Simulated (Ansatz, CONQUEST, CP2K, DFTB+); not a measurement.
# Which run comes nearest? (4,4) carbon nanotube in a second wall (156 atoms)

The cell holds 156 atoms: 156 C. Its edges and angles: a = 22.124 Å, b = 22.186 Å, c = 7.281 Å, α = 90.0°, β = 90.0°, γ = 90.0°. It derives from C (graphene). Graphene sheet (a = 2.46 Å) rolled into a (4,4) tube of diameter 5.43 Å inside an (9, 9) tube, 3 periods, 10 Å of vacuum; minimised with a classical potential (one cell length free). Then every atom was moved at random, 0.02 Å r.m.s. a Cartesian component. Regions: inner wall, 48 atoms (48 C); outer wall, 108 atoms (108 C). Vacuum lies along a and b. The structure repeats along c.

Geometry: as built.

The reference, a calculation:

```
method                 : Kohn-Sham DFT, PBE, PAW, plane waves (Ansatz 0.2.0); cutoff 420 eV, Γ point, fermi-dirac smearing of 0.05 eV; PAW set soft_2
r.m.s. force component : 1.314 eV/Å
longest force          : 4.941 eV/Å
SCF cycles             : 12
time                   : 30 s on 4 threads of AMD EPYC 9R45, shared host
CPU time               : 1.9 min
```

**Question.** The same geometry is run in other programs. How far does each lie from the reference, and what does it cost?
- CP2K PBE, DZVP-MOLOPT-SR, 157/50 Ry, diagonalisation (CP2K 2026.2; 4 MPI ranks)
- CP2K PBE, SZV-MOLOPT-SR, 450/50 Ry, diagonalisation (CP2K 2026.2; 2 threads)
- DFTB+ DFTB mio-1-1 (DFTB+ 25.1; 1 thread)
- DFTB+ IPEA1-xTB (DFTB+ 25.1; 1 thread)
- DFTB+ DFTB 3ob-3-1 (DFTB+ 25.1; 1 thread)
- CONQUEST PBE, grid 80 Ha (CONQUEST 1.3; 4 MPI ranks)
- CP2K PBE, DZVP-MOLOPT-SR, 450/50 Ry, diagonalisation (CP2K 2026.2; 2 threads)

Differences are against the plane-wave reference, forces as r.m.s. over components; share is that over the reference's r.m.s. force, slope the least-squares factor from reference forces to these. Total energies of different programs have different zeros and aren't compared.

```tsv
run	Δ force, r.m.s. (meV/Å)	share (%)	slope	cores	CPU time	memory (GiB)
reference	-	-	-	4	1.9 min	4.4
CP2K PBE, DZVP-MOLOPT-SR, 157/50 Ry, diagonalisation (coarse)	39.3	2.99	1.010	4	6 min	2.8
CP2K PBE, SZV-MOLOPT-SR, 450/50 Ry, diagonalisation (coarse)	378	28.8	1.267	2	6 min	5.4
DFTB+ DFTB mio-1-1	538	41.0	1.353	1	1.4 s	0.18
DFTB+ IPEA1-xTB	366	27.8	1.188	1	12 s	0.59
DFTB+ DFTB 3ob-3-1	376	28.6	1.235	1	1.7 s	0.18
CONQUEST PBE, grid 80 Ha	158	12.0	1.098	4	30 min	10
CP2K PBE, DZVP-MOLOPT-SR, 450/50 Ry, diagonalisation	27.7	2.11	1.017	2	7.5 min	5.7
```

Rows marked coarse were listed beforehand as settings not expected to be converged; some can still land near the reference.

CPU time is summed over cores on a shared host, where runs went side by side, so it is rough. Symmetry, cutoffs, thresholds, outputs and thread counts weren't matched or tuned between programs; memory under MPI is the largest rank's times the ranks.

The PBE runs in local orbitals, coarse settings apart, differ by 2.1 % (CP2K PBE, DZVP-MOLOPT-SR, 450/50 Ry, diagonalisation) to 12 % (CONQUEST PBE, grid 80 Ha); basis, grid and potentials can all enter. Tight binding differs by 28 % (DFTB+ IPEA1-xTB) to 41 % (DFTB+ DFTB mio-1-1); it is another model, with fitted parameters of its own, and the xTB methods hold dispersion. IPEA1-xTB was fitted to ionisation energies and electron affinities, not to forces or charges. Runs with settings chosen to be coarse differ by 3.0 % (CP2K PBE, DZVP-MOLOPT-SR, 157/50 Ry, diagonalisation) to 29 % (CP2K PBE, SZV-MOLOPT-SR, 450/50 Ry, diagonalisation), their programs' other errors included. Periodic xTB results under one method name differ between programs and library versions (DFTB+ here holds tblite 0.3). The electronic-structure runs sample only Γ, in a cell whose periodic width is 7 Å, which is coarse for a cell with partly filled levels.

[Logs are printed without paths, hosts, clocks, repeated set-up lines and the standing remarks that a program may print on its own settings, such as how far it seeks lower states.]

[Hosts, paths, dates, database ids (printed as entryN), source tags and the programs' standing remarks are cut or masked in the printed files.]
